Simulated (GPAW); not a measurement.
**A 7-layer slab of Mo(110): simulated STM images**

Aim: Tersoff-Hamann images of a 7-layer slab of Mo(110) at several biases.

Main program and level: GPAW 26.7.0; GPAW, PAW setups; slab in vacuum, relaxation, in the first sound run; inputs show where later runs differ.

### 1. Starting point

The cell holds 7 atoms: 7 Mo. Cell: a = 2.728 Å, b = 2.728 Å, c = 27.364 Å, α = 90.0°, β = 90.0°, γ = 70.5°. Vacuum lies along c.

### 2. Relaxing the atoms

The atoms are relaxed first, since the surface dipole, and with it the work function, follows the positions of the outer layers. The lowest 3 atoms are held at bulk positions and keep their forces.

run.py

```python
import json
import numpy as np
from ase import Atoms
from ase.constraints import FixAtoms
from ase.optimize import BFGS
from gpaw import GPAW, PW

slab = Atoms(
    ['Mo', 'Mo', 'Mo', 'Mo', 'Mo', 'Mo', 'Mo'],
    positions=[
        [0.00000, 0.00000, 7.00000],
        [2.22739, 0.00000, 9.22739],
        [0.00000, 0.00000, 11.45477],
        [2.22739, 0.00000, 13.68216],
        [0.00000, 0.00000, 15.90955],
        [2.22739, 0.00000, 18.13693],
        [0.00000, 0.00000, 20.36432]],
    cell=[[2.22739, -1.575, 0.0], [2.22739, 1.575, 0.0], [0.0, 0.0, 27.36432]],
    pbc=[True, True, False])

slab.calc = GPAW(mode=PW(400), xc='PBE', kpts={'size': (12, 12, 1), 'gamma': True},
                 occupations={'name': 'fermi-dirac', 'width': 0.1}, nbands='160%',
                 convergence={'density': 1e-05}, maxiter=200,
                 poissonsolver={'dipolelayer': 'xy'},
                 symmetry={'tolerance': 1e-3, 'extra_ids': [1, 1, 1, 0, 0, 0, 0]}, txt='slab.txt')
result = {}
slab.set_constraint(FixAtoms([0, 1, 2]))
path = []
opt = BFGS(slab, maxstep=0.2)
opt.attach(lambda: path.append((slab.get_potential_energy(), slab.positions.tolist(), slab.get_forces().tolist())))
result['relaxed'] = bool(opt.run(fmax=0.03, steps=40))
result['path'] = path
energy = slab.get_potential_energy()
fermi = slab.calc.get_fermi_level()
v = slab.calc.get_electrostatic_potential().mean((0, 1)) - fermi
n = slab.calc.get_pseudo_density().mean((0, 1))
L = slab.cell[2, 2]
z = np.arange(len(v)) * L / len(v)
low, high = slab.positions[:, 2].min(), slab.positions[:, 2].max()
below, above = np.interp([low - 4.8, high + 4.8], z, v)
slopes = [np.interp(x, z, np.gradient(v, z)) for x in (low - 4.8, high + 4.8)]
eps = np.array([[slab.calc.get_eigenvalues(k, s) for k in range(len(slab.calc.get_ibz_k_points()))]
                for s in range(slab.calc.get_number_of_spins())]) - fermi
top, bottom = eps[eps < 0].max(), eps[eps > 0].min()
dipole = slab.get_dipole_moment()[2]
print(f'energy {energy:.4f} eV, Fermi level {fermi:.4f} eV, dipole {dipole:.5f} e A')
print(f'potential 4.8 A off the faces, from the Fermi level: lower {below:.4f} eV, upper {above:.4f} eV')
print(f'slope of the potential there: lower {slopes[0]:.5f}, upper {slopes[1]:.5f} eV/A')
print(f'nearest levels on the mesh: {top:.4f} and {bottom:.4f} eV')
print('magnetic moment', round(slab.get_magnetic_moment(), 3))
result.update(energy=energy, fermi=fermi, dipole=dipole, below=below, above=above, slopes=slopes, edges=[top, bottom],
              z=z.tolist(), v=v.tolist(), n=n.tolist(), positions=slab.positions.tolist(),
              forces=slab.get_forces(apply_constraint=False).tolist(), moments=slab.get_magnetic_moments().tolist())
json.dump(result, open('result.json', 'w'))
```

Command:

```console
$ OMP_NUM_THREADS=1 OPENBLAS_NUM_THREADS=1 python run.py
```

What it wrote:

```text
Step          Energy          fmax
BFGS:    0      -76.266184        0.652970
BFGS:    1      -76.275489        0.505206
BFGS:    2      -76.291623        0.191827
BFGS:    3      -76.292195        0.152062
BFGS:    4      -76.293262        0.066156
BFGS:    5      -76.293466        0.064583
BFGS:    6      -76.293577        0.049001
BFGS:    7      -76.293639        0.025324
energy -76.2113 eV, Fermi level 5.8056 eV, dipole 0.00376 e A
potential 4.8 A off the faces, from the Fermi level: lower 4.6392 eV, upper 4.5372 eV
slope of the potential there: lower -0.00170, upper 0.00160 eV/A
nearest levels on the mesh: -0.0154 and 0.0102 eV
magnetic moment 0.0
```

The job ended after 52 min (1 thread of Arm Neoverse V1, shared host; peak memory 0.4 GiB).

The steps of the relaxation:

| step | energy less that of the first step (eV) | largest force (eV/Å) |
| --- | --- | --- |
| 1 | 0.0000 | 0.6530 |
| 2 | -0.0098 | 0.5052 |
| 3 | -0.0279 | 0.1918 |
| 4 | -0.0284 | 0.1521 |
| 5 | -0.0295 | 0.0662 |
| 6 | -0.0298 | 0.0646 |
| 7 | -0.0300 | 0.0490 |
| 8 | -0.0300 | 0.0253 |

The atoms that moved most (Å):

| atom | dx | dy | dz | length |
| --- | --- | --- | --- | --- |
| Mo7 | 0.000 | 0.000 | -0.047 | 0.047 |
| Mo6 | 0.000 | 0.000 | 0.043 | 0.043 |
| Mo5 | 0.000 | 0.000 | 0.023 | 0.023 |
| Mo4 | 0.000 | 0.000 | 0.008 | 0.008 |

The relaxed structure:

```
Mo
1.0
     2.22739   -1.57500    0.00000
     2.22739    1.57500    0.00000
     0.00000    0.00000   27.36432
Mo
7
Direct
  0.00000 0.00000 0.25581
  0.50000 0.50000 0.33721
  0.00000 0.00000 0.41860
  0.50000 0.50000 0.50030
  0.00000 0.00000 0.58223
  0.50000 0.50000 0.66436
  0.00000 0.00000 0.74249
```

This step gave:

| Quantity | Value |
| --- | --- |
| dipole along the normal | 0.003760 e·Å |
| levels nearest the Fermi level on the mesh | -0.01538, 0.01017 eV from the Fermi level |
| upper work function | 4.537 eV |
| lower work function | 4.639 eV |

The electrostatic potential energy of an electron (without an applied field's), less the Fermi level, planar mean oscillates, so the rows of the table below give means over windows of 2.24 Å about each position, cut where the curve ends. Its maxima inside the range that stand out by 2 % of the span (Å: eV): 8.1: -2.08, 10.4: -2.24, 12.6: -2.14, 14.9: -2.08, 17.1: -2.11, 19.2: -2.98. Its minima: 7.1: -27.9, 9.2: -28.5, 11.4: -28.5, 13.7: -28.5, 15.9: -28.5, 18.2: -28.6, 20.3: -28.1.

The electrostatic potential energy of an electron (without an applied field's), less the Fermi level, planar mean by z; means over each step:

| z (Å) | electrostatic potential energy of an electron (without an applied field's), less the Fermi level, planar mean (eV) |
| --- | --- |
| 1.12 | 4.64 |
| 3.36 | 4.61 |
| 5.60 | -1.10 |
| 7.84 | -13.4 |
| 10.08 | -13.6 |
| 12.32 | -13.5 |
| 14.56 | -13.4 |
| 16.80 | -13.4 |
| 19.04 | -14.6 |
| 21.28 | -7.13 |
| 23.52 | 4.45 |
| 25.76 | 4.54 |

The pseudo valence density, planar mean oscillates, so the rows of the table below give means over windows of 2.14 Å about each position, cut where the curve ends. Its maxima inside the range that stand out by 2 % of the span (Å: e/Å³): 7.1: 1.97, 9.2: 1.98, 11.5: 1.91, 13.7: 1.99, 16.0: 1.89, 18.2: 1.99, 20.3: 2.00. Its minima: 8.1: 0.320, 10.3: 0.323, 12.6: 0.316, 14.8: 0.315, 17.1: 0.311, 19.2: 0.357.

The pseudo valence density, planar mean by z; means over each step:

| z (Å) | pseudo valence density, planar mean (e/Å³) |
| --- | --- |
| 1.07 | 3.8e-6 |
| 3.21 | 6.4e-4 |
| 5.35 | 0.105 |
| 7.49 | 0.909 |
| 9.63 | 0.912 |
| 11.77 | 0.914 |
| 13.91 | 0.915 |
| 16.05 | 0.916 |
| 18.19 | 0.924 |
| 20.33 | 0.902 |
| 22.47 | 0.0291 |
| 24.61 | 1.9e-4 |

The relaxation lowered the energy of the cell by 0.0300 eV (energies extrapolated to zero smearing; the optimiser's log prints free energies). The largest force left on a free atom is 0.025 eV/Å.

### 3. Plane waves, PBE

The work function is the vacuum plateau of the electrostatic potential less the Fermi level; a dipole layer lets the two faces have plateaus of their own.

This step: GPAW, PAW setups; slab in vacuum (GPAW 26.7.0).

run.py: that of step 2 with these lines changed.

```diff
@@ -3,4 +3,3 @@
 from ase import Atoms
-from ase.constraints import FixAtoms
-from ase.optimize import BFGS
+from ase.dft.stm import STM
 from gpaw import GPAW, PW
@@ -11,8 +10,8 @@
         [0.00000, 0.00000, 7.00000],
-        [2.22739, 0.00000, 9.22739],
+        [2.22739, -0.00000, 9.22739],
         [0.00000, 0.00000, 11.45477],
-        [2.22739, 0.00000, 13.68216],
-        [0.00000, 0.00000, 15.90955],
-        [2.22739, 0.00000, 18.13693],
-        [0.00000, 0.00000, 20.36432]],
+        [2.22739, -0.00000, 13.69025],
+        [0.00000, -0.00000, 15.93219],
+        [2.22739, -0.00000, 18.17974],
+        [0.00000, 0.00000, 20.31763]],
     cell=[[2.22739, -1.575, 0.0], [2.22739, 1.575, 0.0], [0.0, 0.0, 27.36432]],
@@ -24,10 +23,4 @@
                  poissonsolver={'dipolelayer': 'xy'},
-                 symmetry={'tolerance': 1e-3, 'extra_ids': [1, 1, 1, 0, 0, 0, 0]}, txt='slab.txt')
+                 symmetry={'tolerance': 1e-3}, txt='slab.txt')
 result = {}
-slab.set_constraint(FixAtoms([0, 1, 2]))
-path = []
-opt = BFGS(slab, maxstep=0.2)
-opt.attach(lambda: path.append((slab.get_potential_energy(), slab.positions.tolist(), slab.get_forces().tolist())))
-result['relaxed'] = bool(opt.run(fmax=0.03, steps=40))
-result['path'] = path
 energy = slab.get_potential_energy()
@@ -53,2 +46,16 @@
               forces=slab.get_forces(apply_constraint=False).tolist(), moments=slab.get_magnetic_moments().tolist())
+
+# Images need the states of the whole zone, up to time reversal
+slab.calc = slab.calc.fixed_density(symmetry={'point_group': False}, txt='states.txt', nbands='220%',
+                                    convergence={'bands': 'CBM+0.8'})
+stm = STM(slab)
+result['stm'] = []
+for bias in [-0.5, 0.5]:
+    height = high + 4.0
+    current = stm.get_averaged_current(bias, height)
+    x, y, h = stm.scan(bias, current)
+    i, f = divmod(height / L * stm.ldos.shape[2], 1)
+    I = abs((1 - f) * stm.ldos[:, :, int(i)] + f * stm.ldos[:, :, int(i) + 1])
+    print(f'bias {bias} V: mean current at 4.0 A {current:.4e}, corrugation {np.ptp(h):.4f} A')
+    result['stm'].append(dict(bias=bias, current=current, h=(h - high).tolist(), I=I.tolist()))
 json.dump(result, open('result.json', 'w'))
```

What it wrote:

```text
energy -76.2113 eV, Fermi level 5.8056 eV, dipole 0.00391 e A
potential 4.8 A off the faces, from the Fermi level: lower 4.6384 eV, upper 4.5375 eV
slope of the potential there: lower -0.00170, upper 0.00156 eV/A
nearest levels on the mesh: -0.0154 and 0.0102 eV
magnetic moment 0.0
bias -0.5 V: mean current at 4.0 A 2.3044e-05, corrugation 0.0180 A
bias 0.5 V: mean current at 4.0 A 4.8551e-05, corrugation 0.0291 A
```

Wall time 20 min (1 thread); peak memory 0.96 GiB.

This step gave:

* dipole along the normal: 0.003914 e·Å
* levels nearest the Fermi level on the mesh: -0.01540, 0.01021 eV from the Fermi level
* upper work function: 4.538 eV
* lower work function: 4.638 eV
* corrugation -0.5: 0.01803 Å
* corrugation 0.5: 0.02907 Å

The electrostatic potential energy of an electron (without an applied field's), less the Fermi level, planar mean oscillates, so the rows of the table below give means over windows of 2.24 Å about each position, cut where the curve ends. Its maxima inside the range that stand out by 2 % of the span (Å: eV): 8.1: -2.08, 10.4: -2.24, 12.6: -2.14, 14.9: -2.08, 17.1: -2.11, 19.2: -2.98. Its minima: 7.1: -27.9, 9.2: -28.5, 11.4: -28.5, 13.7: -28.5, 15.9: -28.5, 18.2: -28.6, 20.3: -28.1.

The electrostatic potential energy of an electron (without an applied field's), less the Fermi level, planar mean by z; means over each step:

z (Å), electrostatic potential energy of an electron (without an applied field's), less the Fermi level, planar mean (eV) and a bar from the least value:
```
     1.12        4.6 ##############################
     3.36        4.6 ##############################
     5.60       -1.1 #####################
     7.84      -13.4 ##
    10.08      -13.6 ##
    12.32      -13.5 ##
    14.56      -13.4 ##
    16.80      -13.4 ##
    19.04      -14.6 
    21.28       -7.1 ############
    23.52        4.5 ##############################
    25.76        4.5 ##############################
```

The pseudo valence density, planar mean oscillates, so the rows of the table below give means over windows of 2.14 Å about each position, cut where the curve ends. Its maxima inside the range that stand out by 2 % of the span (Å: e/Å³): 7.1: 1.97, 9.2: 1.98, 11.5: 1.91, 13.7: 1.99, 16.0: 1.89, 18.2: 1.99, 20.3: 2.00. Its minima: 8.1: 0.320, 10.3: 0.323, 12.6: 0.316, 14.8: 0.315, 17.1: 0.311, 19.2: 0.357.

Pseudo valence density, planar mean against z; means over each step:

| z (Å) | pseudo valence density, planar mean (e/Å³) |
| --- | --- |
| 1.07 | 3.7e-6 |
| 3.21 | 6.4e-4 |
| 5.35 | 0.105 |
| 7.49 | 0.909 |
| 9.63 | 0.912 |
| 11.77 | 0.914 |
| 13.91 | 0.915 |
| 16.05 | 0.916 |
| 18.19 | 0.924 |
| 20.33 | 0.902 |
| 22.47 | 0.0291 |
| 24.61 | 1.9e-4 |

Tip height over the top atom over a1 and a2. Sample bias -0.5 V, constant current at the mean current 4.0 Å over the top atom.

Ten even steps from '_' (3.989 Å) to '@' (4.007 Å):
```
____..--==++++******++--::..
....::==++++++********==--::
----==**##############**==--
++==++##@@@@%%%%########**++
++++++##@@@@@@%%########****
**++++##%%@@@@@@%%######****
##****##%%%%@@@@@@%%%%##****
******######%%@@@@@@%%##++++
++****########%%@@@@@@##++++
++++**########%%%%@@@@##++==
----==**##############**==--
..::--==********++++++==::..
__..::--++******++++==--..__
____..--++++**##**++++--..__
```
Columns: a1 from 0 to 0.929; rows upwards: a2 from 0 to 0.929.

Local density of states summed over the bias window over a1 and a2. Sample bias -0.5 V, constant height 4.0 Å over the top atom.

Ten even steps from '_' (2.24 × 1e-5 arbitrary) to '@' (2.34 × 1e-5 arbitrary):
```
____..--==++++******++==::..
....::==++++++********==--::
----==**##############**====
++==++##@@@@@@%%########**++
++++++##@@@@@@@@%%######****
**++++##@@@@@@@@@@%%####****
##****##%%@@@@@@@@@@%%##****
******####%%@@@@@@@@@@##++++
++****######%%@@@@@@@@##++++
++++**########%%@@@@@@##++==
--====**##############**==--
..::--==********++++++==::..
__..::==++******++++==--..__
____..--++++**##**++++--..__
```
Columns: a1 from 0 to 0.929; rows upwards: a2 from 0 to 0.929.

Tip height over the top atom over a1 and a2. Sample bias 0.5 V, constant current at the mean current 4.0 Å over the top atom.

Ten even steps from '_' (3.982 Å) to '@' (4.011 Å):
```
@@%%%%%%##******##%%@@@@@@@@
@@%%%%%%**++++++**##%%%%@@@@
@@%%%%##**==--==++++**##%%@@
%%##****++--::----====**%%@@
%%**++==--::::....::==++##%%
##**++--::::..____..--++**##
****++==--..______..--==++**
####**++--..____..::::--++**
%%%%##++==::....::::--==++**
%%@@%%**====----::--++****##
@@@@%%##**++++==--==**##%%%%
@@@@@@%%%%##**++++++**%%%%%%
@@@@@@@@@@%%##******##%%%%%%
@@@@@@@@%%%%##**##%%%%@@@@@@
```
Columns: a1 from 0 to 0.929; rows upwards: a2 from 0 to 0.929.

Local density of states summed over the bias window over a1 and a2. Sample bias 0.5 V, constant height 4.0 Å over the top atom.

Ten even steps from '_' (4.66 × 1e-5 arbitrary) to '@' (4.99 × 1e-5 arbitrary):
```
@@%%%%%%##**++++**%%@@@@@@@@
@@%%%%##**++==++**####%%@@@@
@@%%####++==--====++**##%%@@
%%##**++==--::::----==**##@@
##**++==--::......::--++##%%
**++==--::....____..--==****
**++++==::..______..::==++++
******==--..____....::--==++
##%%##++--::......::--==++**
%%@@##**==----::::--==++**##
@@@@%%##**++====--==++####%%
@@@@@@%%####**++==++**##%%%%
@@@@@@@@@@%%**++++**##%%%%%%
@@@@@@@@%%##******##%%@@@@@@
```
Columns: a1 from 0 to 0.929; rows upwards: a2 from 0 to 0.929.

Force by atom:

| atom | x (eV/Å) | y (eV/Å) | z (eV/Å) | size |
| --- | --- | --- | --- | --- |
| Mo1 | 0.000 | 0.000 | 0.552 | 0.552 |
| Mo2 | 0.000 | 0.000 | -0.652 | 0.652 |
| Mo3 | 0.000 | 0.000 | 0.064 | 0.064 |
| Mo4 | 0.000 | 0.000 | 0.025 | 0.025 |
| Mo5 | 0.000 | 0.000 | -0.009 | 0.009 |
| Mo6 | 0.000 | 0.000 | 0.003 | 0.003 |
| Mo7 | 0.000 | 0.000 | 0.024 | 0.024 |

The potential is flat to 0.002 eV/Å where it is read, so the vacuum is wide enough.

### 4. A changed run

One more run, with changed settings.

run.py: that of step 3 with these lines changed.

```diff
@@ -3,3 +3,2 @@
 from ase import Atoms
-from ase.dft.stm import STM
 from gpaw import GPAW, PW
@@ -19,5 +18,5 @@
 
-slab.calc = GPAW(mode=PW(400), xc='PBE', kpts={'size': (12, 12, 1), 'gamma': True},
+slab.calc = GPAW(mode=PW(140), xc='PBE', kpts={'size': (12, 12, 1), 'gamma': True},
                  occupations={'name': 'fermi-dirac', 'width': 0.1}, nbands='160%',
-                 convergence={'density': 1e-05}, maxiter=200,
+                 convergence={'density': 1e-05}, maxiter=100,
                  poissonsolver={'dipolelayer': 'xy'},
@@ -46,16 +45,2 @@
               forces=slab.get_forces(apply_constraint=False).tolist(), moments=slab.get_magnetic_moments().tolist())
-
-# Images need the states of the whole zone, up to time reversal
-slab.calc = slab.calc.fixed_density(symmetry={'point_group': False}, txt='states.txt', nbands='220%',
-                                    convergence={'bands': 'CBM+0.8'})
-stm = STM(slab)
-result['stm'] = []
-for bias in [-0.5, 0.5]:
-    height = high + 4.0
-    current = stm.get_averaged_current(bias, height)
-    x, y, h = stm.scan(bias, current)
-    i, f = divmod(height / L * stm.ldos.shape[2], 1)
-    I = abs((1 - f) * stm.ldos[:, :, int(i)] + f * stm.ldos[:, :, int(i) + 1])
-    print(f'bias {bias} V: mean current at 4.0 A {current:.4e}, corrugation {np.ptp(h):.4f} A')
-    result['stm'].append(dict(bias=bias, current=current, h=(h - high).tolist(), I=I.tolist()))
 json.dump(result, open('result.json', 'w'))
```

What it wrote:

```text
energy -63.8398 eV, Fermi level 5.8967 eV, dipole 0.00368 e A
potential 4.8 A off the faces, from the Fermi level: lower 4.6922 eV, upper 4.5843 eV
slope of the potential there: lower -0.00929, upper 0.00891 eV/A
nearest levels on the mesh: -0.0119 and 0.0010 eV
magnetic moment 0.0
```

Elapsed: 3.4 min, on 1 thread; peak memory 0.19 GiB.

The run finished. A setting was moved off its sound value on purpose, so it serves as a test and not as the result.

The fault put into the input: a cutoff far too low (ecut = 140).

The two runs compared:

| quantity | this run | sound run | difference |
| --- | --- | --- | --- |
| dipole along the normal (e·Å) | 0.0036834 | 0.0039135 | -2.3e-4 |
| upper work function (eV) | 4.5843 | 4.5375 | 0.0468 |
| lower work function (eV) | 4.6922 | 4.6384 | 0.0538 |

One result that differs is the lower work function, 4.69 eV against 4.64 eV.

### 5. Outcome

| Item | Value |
| --- | --- |
| work function, upper and lower face | 4.538 and 4.638 eV |
| dipole along the normal | 0.00391 e Å |
| corrugation at -0.5 V | 0.0180 Å |
| corrugation at 0.5 V | 0.0291 Å |

What this shows: In GPAW's constant-current maps the tip height varies by under 0.05 Å at every bias shown (0.029 Å at most), which is near the numerical ripple of the maps: an s-wave tip would see an almost flat surface. Negative sample bias images filled states, positive bias empty ones. The two faces differ by 0.10 eV, the step that the slab's dipole makes (e p/(ε0 A) gives 0.10 eV), so the dipole layer is needed. The lowest atoms were held at bulk positions, which alone makes the faces unlike. The measured value for this face is 4.95 eV (as compiled in "Anisotropic work function of elemental crystals", 2019, arxiv:1902.07811); the relaxed upper face lies 0.41 eV under it with PBE. Measured work functions scatter by a tenth of an eV or more between methods. The images are of Tersoff-Hamann type: an s-wave tip, no tip-sample forces, heights closer than in a microscope. The in-plane lattice was kept as typed, which isn't the functional's own and leaves some strain; spin-orbit coupling and temperature are left out.

[Logs are printed without paths, hosts, clocks, repeated set-up lines and the standing remarks that a program may print on its own settings, such as how far it seeks lower states.]

[Hosts, paths, dates, database ids (printed as entryN), source tags and the programs' standing remarks are cut or masked in the printed files.]
